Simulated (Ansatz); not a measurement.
# Lattice dynamics of LiH (Fm-3m), part 2 of 2

The cell of LiH (Fm-3m) is at rest. What are its phonons? After the zone centre comes a 4×4×4 q mesh on a 12×12×12 k mesh.

Ansatz 0.2.0; DFT PBE, scalar-relativistic, plane waves, PAW.

So far. Step 2 (Modes at Γ): Before it was imposed, the acoustic sum rule was missed by 3.0e-5 eV/Å² and the charge sum rule by 1.5e-4 e. Small misses are needed for a sound result but don't prove that mesh and cutoff are converged. The lowest optical mode is real, 585 cm⁻¹.

The database entry behind the starting cell differs from later determinations by our own check (the deuteride, about 0.2 % short), so it need not match the best structure at ambient conditions.

### Step 3. The dispersion

Stability and thermal properties need the whole zone. Linear response on a 4×4×4 q mesh gives force constants as far as a supercell of that size would, and the tensors from the zone-centre run are typed in so that the long-range dipole term is interpolated apart.

File input.yaml:

```yaml
crystal:
  lattice:
    - [0.0, 2.0033987323, 2.0033987323]
    - [2.0033987323, 0.0, 2.0033987323]
    - [2.0033987323, 2.0033987323, 0.0]
  atoms:
    - { symbol: Li, position: [0.0, 0.0, 0.0] }
    - { symbol: H, position: [0.5, 0.5, 0.5] }
kpoints:
  mp_grid: { grid: [12, 12, 12] }
hamiltonian:
  xc: pbe
scf:
  occupations: { method: fixed }
output:
  eigenvalues: true
phonons:
  method: dfpt
  qmesh: [4, 4, 4]
  temperatures: { t_max: 1000, t_step: 50 }
  qpath:
    path:
      - [[0.0, 0.0, 0.0], [0.5, 0.0, 0.5], [0.625, 0.25, 0.625]]
      - [[0.375, 0.375, 0.75], [0.0, 0.0, 0.0], [0.5, 0.5, 0.5], [0.5, 0.25, 0.75], [0.5, 0.0, 0.5]]
    npoints: 10
  non_analytic_term:
    high_frequency_dielectric_tensor: [[4.3796, 0.0, 0.0], [0.0, 4.3796, 0.0], [0.0, 0.0, 4.3796]]
    born_effective_charges:
      - { species: Li, tensor: [[1.0191, 0.0, 0.0], [0.0, 1.0191, 0.0], [0.0, 0.0, 1.0191]] }
      - { species: H, tensor: [[-1.0191, 0.0, 0.0], [0.0, -1.0191, 0.0], [0.0, 0.0, -1.0191]] }
    source: "zone-centre run at this cell"
```

Started as:

```bash
> ansatz run input.yaml --threads 4 --pin off --max-ram 7168MiB --backend cpu --events-out ev --progress --plain --runs-dir out
```

Numbers of over 12 decimals in the logs are rounded to 6 here.

What it wrote:

```text
[...]
Crystal: 2 atoms, lattice volume = 16.082 Å³
Basis set: ecut = 420 eV, 331 PW (Γ), exchange–correlation on 40×40×40 points (8 copies of the dense FFT grid, shifted against one another)
Bands: 6, of which v1, the nominal top of the filled ones, is band 2 counted from 1 (1 counted from 0)
Symmetry: 48 space group operations
k-points: 72 of 1728
[...]
SCF iter   1: F=—  HF=-221.391696 eV  |F-HF|=—  |Δ(HF+E_count)|=         —  Δρ=9.36e-4  dr2=6.48e-5  ethr=1.77e-3  ⟨swp⟩=3.5  Hψ=2989  notcnv=0  defer=123
[...]
SCF iter   6: F=-221.391760 eV  HF=-221.391760 eV  |F-HF|=5.68e-13  |Δ(HF+E_count)|=  1.78e-11  Δρ=7.46e-8  dr2=3.22e-13  ethr=1.00e-12  ⟨swp⟩=5.3  Hψ=1974  notcnv=0
SCF 1 converged in 6 iterations: F = -221.391760 eV  dr2 = 3.22e-13
[...]
NSCF: frozen V_eff on 72 k-points
[...]
DFPT response loops at q = (0, 0, 0) (fractional): preconditioner auto → none (the input reference at scf.mixing.eps_inf says where Resta's filter doesn't serve); β = 0.50; Broyden in place of MSR1
[...]
SCF converged after 6 iterations
Free energy (F): -221.391760 eV
[...]
Internal energy: -221.391760 eV  (E = F + TS)
E sigma→0 (E₀):  -221.391760 eV
Fermi energy:    0.742861 eV
[...]
--- Band table (eV; the first three rows and the last of 72) ---
[...]
--- Phonons (Γ-DFPT): 2 representative perturbations + reference (Σ response iterations 7) ---
  ASR residual: 3.051e-5 → 0.000e0 eV/Å²; symmetrization residual: 1.554e-7 eV/Å²
  ASR residual per site (eV/Å²): 6.96e-6 3.05e-5
  Γ frequencies (cm⁻¹): 0.00 0.00 0.00 585.18 585.18 585.18
--- Phonons (arbitrary-q DFPT): 8 irreducible q on the 4×4×4 mesh ---
  q = [0.0000, 0.0000, 0.0000] (star 1, of the zone-centre solve; hermiticity 2.80e-7, symmetrization 2.23e-13): -0.00 -0.00 0.00 585.18 585.18 585.18
  q = [0.0000, 0.0000, 0.2500] (star 8, 2 solved perturbations on 936 of 1728 k-point pairs; hermiticity 9.70e-8, symmetrization 8.97e-14): 201.30 201.30 360.05 708.68 708.68 1081.75
[...]
q = [0.0000, 0.2500, 0.2500] (star 6, 4 solved perturbations in 1608 linear systems a pass and spin channel, the states on 510 of 1728 k-point pairs; hermiticity 7.66e-8, symmetrization 3.08e-14): 246.70 246.70 334.20 716.72 716.72 1061.41
[...]
sum rule: each row above includes the acoustic sum rule's correction from the zone centre's row sums; it moved no ω² by more than (2.87 cm⁻¹)²
  mesh force constants: q→R imaginary residual 1.15e-18; ASR residual 3.051e-5 → 0.000e0 eV/Å²; symmetrization residual 2.665e-15 eV/Å²
  interpolated dispersion: 63 rows × 6 modes
  density of states and harmonic sums: on the 28×28×28 q-mesh, interpolated from the force constants of a 4×4×4 supercell (with the dipole–dipole term of supplied tensors)
  largest difference from the sums on the solved wave vectors: F 7.11e-3 eV, S 1.13e-5 and C_V 3.86e-6 eV/K
  zero-point energy: 0.223426 eV/cell   skipped modes (ω ≤ 0): 3   left out of the sums: 2.28e-5 of the cell's modes: C_V's classical limit lies that fraction below 3 k_B per atom; for a crystal, a wire or a layer, F and S can be off by more, and a phonons.interpolated_qmesh denser along its periods is the remedy for the sampling
```

Run time: 22 s. Hardware: 4 threads of Arm Neoverse V1, shared host; peak memory 0.58 GiB; 81 s of CPU time.

Numbers from this step:

```yaml
sum_rule_residual_before_enforcement: 3.05e-5 eV/Å²
lowest_frequency_on_the_path: 0 cm⁻¹
highest_frequency_on_the_path_or_at_a_solved_wavevector: 1082 cm⁻¹
mean_frequency: 600.7 cm⁻¹
debye_temperature_second_moment: 1242 K
logarithmic_mean_frequency: 523 cm⁻¹
lowest_mode_on_the_q_mesh_acoustic_modes_at_gamma_apart: 201.3 cm⁻¹
zero_point_energy_per_atom: 111.7 meV
heat_capacity_at_300_k: 13.69 J/(mol atoms K)
vibrational_entropy_at_300_k: 9.651 J/(mol atoms K)
edges_of_the_widest_gap_between_branches_on_path_and_mesh: 520.7, 585.2 cm⁻¹
```

Frequencies (cm⁻¹) solved at each irreducible wavevector; negative means imaginary. Frequencies by wavevector, by row:

```
q in reciprocal lattice units  star  mode 1  mode 2  mode 3  mode 4  mode 5  mode 6
                        0 0 0     1       0       0       0   585.2   585.2   585.2
                     0 0 0.25     8   201.3   201.3   360.1   708.7   708.7    1082
                     0 0 -0.5     4   272.3   272.3   520.7   770.1   770.1    1066
                  0 0.25 0.25     6   246.7   246.7   334.2   716.7   716.7    1061
                  0 0.25 -0.5    24   293.7   325.2   434.6   792.9   858.9    1022
                 0 0.25 -0.25    12   259.6   322.9     431   772.6   830.3    1037
                  0 -0.5 -0.5     3   313.7   313.7   413.7   821.9   821.9    1034
              0.25 -0.5 -0.25     6     348   372.1   372.1   871.1   934.6   934.6
```

Interpolated from a 4×4×4 q mesh, with the LO-TO term (at Γ the limit along the path; where Γ stands inside the path, tables give the limit on arrival). The phonon branches at the labelled points (cm⁻¹):

| point | branch 1 | branch 2 | branch 3 | branch 4 | branch 5 | branch 6 |
| --- | --- | --- | --- | --- | --- | --- |
| Γ | 0 | 0 | 0 | 585 | 585 | 1080 |
| halfway | 247 | 247 | 334 | 717 | 717 | 1061 |
| X | 314 | 314 | 414 | 822 | 822 | 1034 |
| halfway | 312 | 337 | 408 | 820 | 857 | 1020 |
| U | 306 | 387 | 390 | 812 | 931 | 977 |
| jump to K | 306 | 387 | 390 | 812 | 931 | 977 |
| halfway | 216 | 274 | 383 | 738 | 753 | 1064 |
| Γ | 0 | 0 | 0 | 585 | 585 | 1080 |
| halfway | 201 | 201 | 360 | 709 | 709 | 1082 |
| L | 272 | 272 | 521 | 770 | 770 | 1066 |
| halfway | 293 | 325 | 459 | 797 | 861 | 1023 |
| W | 348 | 372 | 372 | 871 | 935 | 935 |
| halfway | 331 | 335 | 402 | 848 | 858 | 1006 |
| X | 314 | 314 | 414 | 822 | 822 | 1034 |

The phonon branches as a text plot (rows in cm⁻¹):

```
   1060 |*********             ***********************
   1015 |         *******   ***                       **     ****
    970 |                ***                            *  **
    925 |                ***                            ****
    879 |              **   *                         ** *****
    834 |           ******   **                      *  *    ****
    789 |        ***      ******                ********
    744 |       *              **            ***
    699 |    ***                 *         **
    654 |   *                     **      *
    609 | **                        **  **
    564 |*                            **
    519 |                                       ****
    474 |                                     **    ***
    428 |           ****   *****             *         **     ***
    383 |       ****    ****    *                        *****
    338 |      *      ***   ***  *          *         **********
    293 |    **  ************  **          *     ********       *
    248 |   *  **            *** ***      *   ***
    203 |    **                 *****       **
    158 |  **                     **     ***
    113 |  *                        **   *
     68 | *                          *  *
     23 |*                            **
         Γ           X  U|K            Γ         L        W     X
```

The phonon density of states has structure finer than the step of the table below, so its rows give means over 50 cm⁻¹, whole bins alone (the curve runs from 5 to 1085 cm⁻¹). Peaks (cm⁻¹: height): 305.0: 0.0208, 405.0: 0.0169, 775.0: 0.0164, 1035.0: 0.0116.

Tetrahedra on a 28×28×28 mesh, mean over bins of 10 cm-1. Interpolated from a 4×4×4 q mesh. The phonon density of states by wavenumber; means over each step:

```csv
wavenumber (cm⁻¹),phonon density of states (1/cm⁻¹/cell)
50,8.5e-5
100,4.1e-4
150,0.00123
200,0.00326
250,0.00956
300,0.0191
350,0.00910
400,0.00949
450,0.00614
500,0.00165
550,1.0e-6
600,3.9e-4
650,0.00140
700,0.00315
750,0.00858
800,0.0146
850,0.00740
900,0.00388
950,0.00152
1000,0.00642
1050,0.0109
```

The partial phonon density of states has structure finer than the step of the table below, so its rows give means over 50 cm⁻¹, whole bins alone (the curve runs from -10 to 1125 cm⁻¹). Peaks (cm⁻¹: height): H 782.2: 0.0157, 1032.0: 0.0109; Li 296.9: 0.0201, 411.1: 0.0132.

Phonopy on the run's constants, 21x21x21 mesh, Gaussian sigma 8.1 cm-1. Interpolated from a 4×4×4 q mesh. The partial phonon density of states by wavenumber; means over each step; values in 1/cm⁻¹/cell:

```csv
wavenumber (cm⁻¹),H,Li
50,9.7e-6,8.0e-5
100,4.0e-5,3.7e-4
150,9.4e-5,0.00117
200,1.6e-4,0.00312
250,1.9e-4,0.00948
300,1.3e-4,0.0186
350,9.9e-5,0.00912
400,1.4e-4,0.00935
450,8.6e-5,0.00608
500,1.6e-5,0.00168
550,1.4e-6,2.1e-5
600,3.7e-4,4.1e-5
650,0.00130,1.0e-4
700,0.00304,1.3e-4
750,0.00853,1.4e-4
800,0.0143,6.7e-5
850,0.00745,2.1e-5
900,0.00381,3.6e-6
950,0.00170,0
1000,0.00636,2.7e-5
1050,0.0103,2.9e-4
```

Second derivatives of the energy by pair, one row for each kind of neighbour of each atom listed. Each entry sums the pair over the periodic images of the supercell that the q mesh stands for, and in a polar crystal it holds the long-range dipole part too. Force constants by pair, by row:

```csv
atom,neighbour,distance (Å),third of the trace (eV/Å²),along the pair's line (eV/Å²)
Li1,itself,0,3.166,–
Li1,H,2.003,-0.313,-0.2097
Li1,Li,2.833,-0.0874,-0.6134
Li1,H,3.47,-0.0094,0.1073
Li1,Li,4.007,-0.0711,-0.2182
Li1,H,4.48,0.0198,0.1045
Li1,Li,4.907,-0.0095,-0.0621
Li1,Li,5.666,-0.002,-0.065
Li1,H,6.01,0.0071,0.0345
H2,itself,0,2.838,–
H2,Li,2.003,-0.313,-0.2097
H2,H,2.833,-0.0727,-0.3595
H2,Li,3.47,-0.0094,0.1073
H2,H,4.007,-0.0258,-0.1387
H2,Li,4.48,0.0198,0.1045
H2,H,4.907,-0.0127,-0.0598
H2,H,5.666,-0.0209,-0.0841
H2,Li,6.01,0.0071,0.0345
```

Harmonic thermodynamic functions per atom, from the density of states. Interpolated from a 4×4×4 q mesh. Thermodynamic functions, by row:

```
T (K)  F_vib (meV/atom)  S (J/mol-atom/K)  C_V (J/mol-atom/K)
    0             111.7                 0                   0
   50             111.7             0.082               0.329
  100             111.5             1.008               2.996
  200             108.5             5.049               9.094
  300             100.8             9.651               13.69
  400             88.52             14.06               16.93
  500             71.83             18.09               19.11
  600             51.16             21.71               20.56
  700             26.95             24.96               21.56
  800             -0.47             27.89               22.27
  900            -30.77             30.54               22.78
 1000             -63.7             32.96               23.16
```

Harmonic mean-square displacement, third of the trace. Interpolated from a 4×4×4 q mesh. Mean square displacements, by row:

```
T (K)  Li1 U_eq (Å²)  H2 U_eq (Å²)
    0         0.0079       0.02032
  100         0.0084       0.02057
  300         0.0139       0.02273
  600        0.02504       0.03043
```

Symmetry leaves 8 wavevectors to solve. The lowest mode among them, the acoustic zeros apart, lies at q = (0, 0, 0.25) and is real, 201 cm⁻¹.

### Step 4. Finite displacements in a supercell

Finite displacements in a 2×2×2 supercell give force constants from forces alone. They are exact at the wavevectors that the supercell holds, where they check the linear-response result.

Edit input.yaml of step 3 so:

```diff
@@ -17,4 +17,4 @@
 phonons:
-  method: dfpt
-  qmesh: [4, 4, 4]
+  method: fd
+  supercell: [2, 2, 2]
   temperatures: { t_max: 1000, t_step: 50 }
```

What it wrote:

```text
[...]
Crystal: 16 atoms, lattice volume = 128.654 Å³
Basis set: ecut = 420 eV, 2565 PW (Γ), exchange–correlation on 80×80×80 points (8 copies of the dense FFT grid, shifted against one another)
Bands: 32, of which v1, the nominal top of the filled ones, is band 16 counted from 1 (15 counted from 0)
Symmetry: 384 space group operations
k-points: 16 of 216
[...]
SCF iter   1: F=—  HF=-1771.134082 eV  |F-HF|=—  |Δ(HF+E_count)|=         —  Δρ=5.07e-8  dr2=2.89e-12  ethr=1.95e-12  ⟨swp⟩=2.9  Hψ=1366  notcnv=0
[...]
SCF iter   2: F=-1771.134082 eV  HF=-1771.134082 eV  |F-HF|=6.82e-13  |Δ(HF+E_count)|=  6.82e-13  Δρ=1.53e-8  dr2=2.80e-13  ethr=1.00e-12  ⟨swp⟩=2.1  Hψ=833  notcnv=0
SCF 1 converged in 2 iterations: F = -1771.134082 eV  dr2 = 2.80e-13
[...]
Symmetry: 8 space group operations
k-points: 30 of 216 (time reversal used)
iter 1 solved again at ethr=8.54e-9 eV; its pass at ethr=3.10e-3 eV (dr2=2.73e-6 eV) is discarded
[...]
SCF iter   5: F=-1771.134072 eV  HF=-1771.134072 eV  |F-HF|=1.82e-12  |Δ(HF+E_count)|=  1.18e-10  Δρ=5.53e-8  dr2=1.57e-12  ethr=1.00e-12  ⟨swp⟩=4.1  Hψ=2522  notcnv=0
SCF 2 converged in 5 iterations: F = -1771.134072 eV  dr2 = 1.57e-12
[...]
SCF iter   6: F=-1771.134073 eV  HF=-1771.134073 eV  |F-HF|=2.27e-13  |Δ(HF+E_count)|=  2.86e-11  Δρ=2.99e-8  dr2=3.99e-13  ethr=1.00e-12  ⟨swp⟩=4.0  Hψ=2442  notcnv=0
SCF 3 converged in 6 iterations: F = -1771.134073 eV  dr2 = 3.99e-13
[...]
SCF converged after 2 iterations
Free energy (F): -1771.134082 eV
[...]
Internal energy: -1771.134082 eV  (E = F + TS)
E sigma→0 (E₀):  -1771.134082 eV
Fermi energy:    0.742861 eV
[...]
--- Band table (eV; the first three rows and the last of 16) ---
  k-point 0: bands = [... 12 lower, -1.8866, 0.7429, 0.7429, 0.7429, 3.7272, 3.7272, 3.7272, 5.6506, ... 12 higher]
  k-point 1: bands = [... 12 lower, -1.7833, 0.3567, 0.3567, 0.3567, 4.3103, 4.3103, 4.3103, 5.7577, ... 12 higher]
  k-point 2: bands = [... 12 lower, -1.4794, -0.3452, -0.3452, -0.3452, 5.4689, 5.4689, 5.4689, 6.0361, ... 12 higher]
  k-point 15: bands = [... 12 lower, -1.0027, -1.0027, -0.0024, -0.0024, 6.2707, 6.2707, 6.6820, 6.6820, ... 12 higher]
--- Phonons: 2 displaced members + reference (amplitude 0.0025 Å, Σ member SCF iterations 11) ---
  symmetry images taken by strict's conditions (phonons.symmetry_images: auto; settled by no image being taken that strict refuses)
  ASR residual: 1.621e-4 → 0.000e0 eV/Å²; symmetrization residual: 8.005e-5 eV/Å²
  largest component of a force at the reference: 3.2e-29 eV/Å
  ASR residual per site (eV/Å²): 1.62e-4 8.47e-5
  Γ frequencies (cm⁻¹): 0.00 0.00 0.00 585.20 585.20 585.20
[...]
```

It took 4.3 s on 4 threads; peak memory 0.46 GiB; 16 s of CPU time.

Numbers from this step:

* atoms in the supercell: 16
* sum-rule residual before enforcement: 1.62e-4 eV/Å²
* highest frequency on the path or at a solved wavevector: 1080 cm⁻¹

Interpolated from a 2×2×2 supercell, rough between the solved points, with the LO-TO term (at Γ the limit along the path; where Γ stands inside the path, tables give the limit on arrival). The phonon branches at the labelled points (cm⁻¹):

```
    point  branch 1  branch 2  branch 3  branch 4  branch 5  branch 6
        Γ         0         0         0       585       585      1080
  halfway       258       258       344       714       714      1054
        X       314       314       414       822       822      1034
  halfway       309       338       410       821       846      1018
        U       297       388       399       817       904       974
jump to K       297       388       399       817       904       974
  halfway       224       289       387       708       744      1053
        Γ         0         0         0       585       585      1080
  halfway       213       213       364       678       678      1075
        L       272       272       521       770       770      1066
  halfway       287       330       467       799       857      1007
        W       339       380       380       848       930       930
  halfway       326       337       406       835       854      1003
        X       314       314       414       822       822      1034
```

The phonon branches as a text plot (rows in cm⁻¹):

```
   1058 |***********            *********************
   1013 |           *****    ***                     **      ****
    968 |                ** *                          **  **
    923 |                 **                            ****
    878 |               **  *                         **    **
    833 |           *******  **                      *  *********
    788 |        ***       *****                ********
    743 |       *              **             **
    698 |    ***                **          **
    653 |   *                    ***       *
    608 |***                        *******
    563 |
    518 |                                       *****
    473 |                                     **     **
    428 |         *******  *****             *         **     ***
    383 |       **       ****   *           *            *****
    338 |      *      ***    *** *                    **********
    293 |    ** *************   *          *    *********       *
    248 |   *  *             *** ***      *  ***
    203 |   ***                 *****      **
    158 |  *                      ***    **
    113 |  *                        **   *
     68 | *                          *  *
     23 |*                            **
         Γ           X  U|K            Γ         L        W     X
```

The phonon density of states has structure finer than the step of the table below, so its rows give means over 50 cm⁻¹, whole bins alone (the curve runs from 5 to 1085 cm⁻¹). Peaks (cm⁻¹: height): 275.0: 0.0211, 415.0: 0.0162, 815.0: 0.0158, 1035.0: 0.0111.

Tetrahedra on a 26×26×26 mesh, mean over bins of 10 cm-1. Interpolated from a 2×2×2 supercell, rough between the solved points. The phonon density of states by wavenumber; means over each step:

wavenumber (cm⁻¹), phonon density of states (1/cm⁻¹/cell) and a bar:
```
       50     0.0001 
      100     0.0003 #
      150     0.0010 ##
      200     0.0027 ####
      250     0.0098 ################
      300     0.0187 ##############################
      350     0.0093 ###############
      400     0.0091 ###############
      450     0.0070 ###########
      500     0.0020 ###
      550     0.0000 
      600     0.0007 #
      650     0.0021 ###
      700     0.0038 ######
      750     0.0081 #############
      800     0.0144 #######################
      850     0.0072 ############
      900     0.0035 ######
      950     0.0021 ###
     1000     0.0073 ############
     1050     0.0101 ################
```

At Γ the two methods differ by at most 0.0 cm⁻¹.

### Step 5. Summary of results

- space group (within 0.01 Å): Fm-3m
- volume per atom: 8.04 Å³
- gap on the k-mesh: 2.98 eV
- highest optical mode at the zone centre (no LO-TO term): 585 cm⁻¹
- top of the zone-centre spectrum with the field: 1080 cm⁻¹
- lowest optical zone-centre mode: 585 cm⁻¹
- mean high-frequency dielectric constant: 4.38
- mean static dielectric constant: 14.9
- largest Born charge (third of the trace): 1.02 e
- lowest mode on the q mesh (acoustic modes at Γ apart): 201 cm⁻¹
- highest frequency on the path or at a solved wavevector: 1082 cm⁻¹
- zero-point energy per atom: 112 meV
- heat capacity at 300 K: 13.7 J/(mol atoms K)
- vibrational entropy at 300 K: 9.65 J/(mol atoms K)
- Debye temperature (second moment): 1242 K
- imaginary modes on the 4×4×4 q mesh: none

What this shows: The structure is a minimum as far as tested: no mode is imaginary at the 8 irreducible wavevectors of the 4×4×4 mesh, and the softest away from the acoustic zeros lies at 201 cm⁻¹. Without the field, the optical modes at Γ form one degenerate level at 585 cm⁻¹. The highest mode in this list at Γ, 585.2 cm⁻¹, is mostly motion of H (87 % of the kinetic energy). With the macroscopic field of the longitudinal modes the top of the zone-centre spectrum lies at 1080 cm⁻¹, against 585 cm⁻¹ without it. Lattice motion raises the mean dielectric constant from 4.380 to 14.92. The strongest infrared line is at 585 cm⁻¹. On the path and the mesh, the widest gap between branches runs from 521 to 585 cm⁻¹. Finite displacements and linear response differ by 0.0 cm⁻¹ in the highest zone-centre mode. These are harmonic frequencies at zero temperature: anharmonic shifts, linewidths and thermal expansion are left out.

[Logs are printed without paths, hosts, clocks, repeated set-up lines and the standing remarks that a program may print on its own settings, such as how far it seeks lower states.]

[Hosts, paths, dates, database ids (printed as entryN), source tags and the programs' standing remarks are cut or masked in the printed files.]
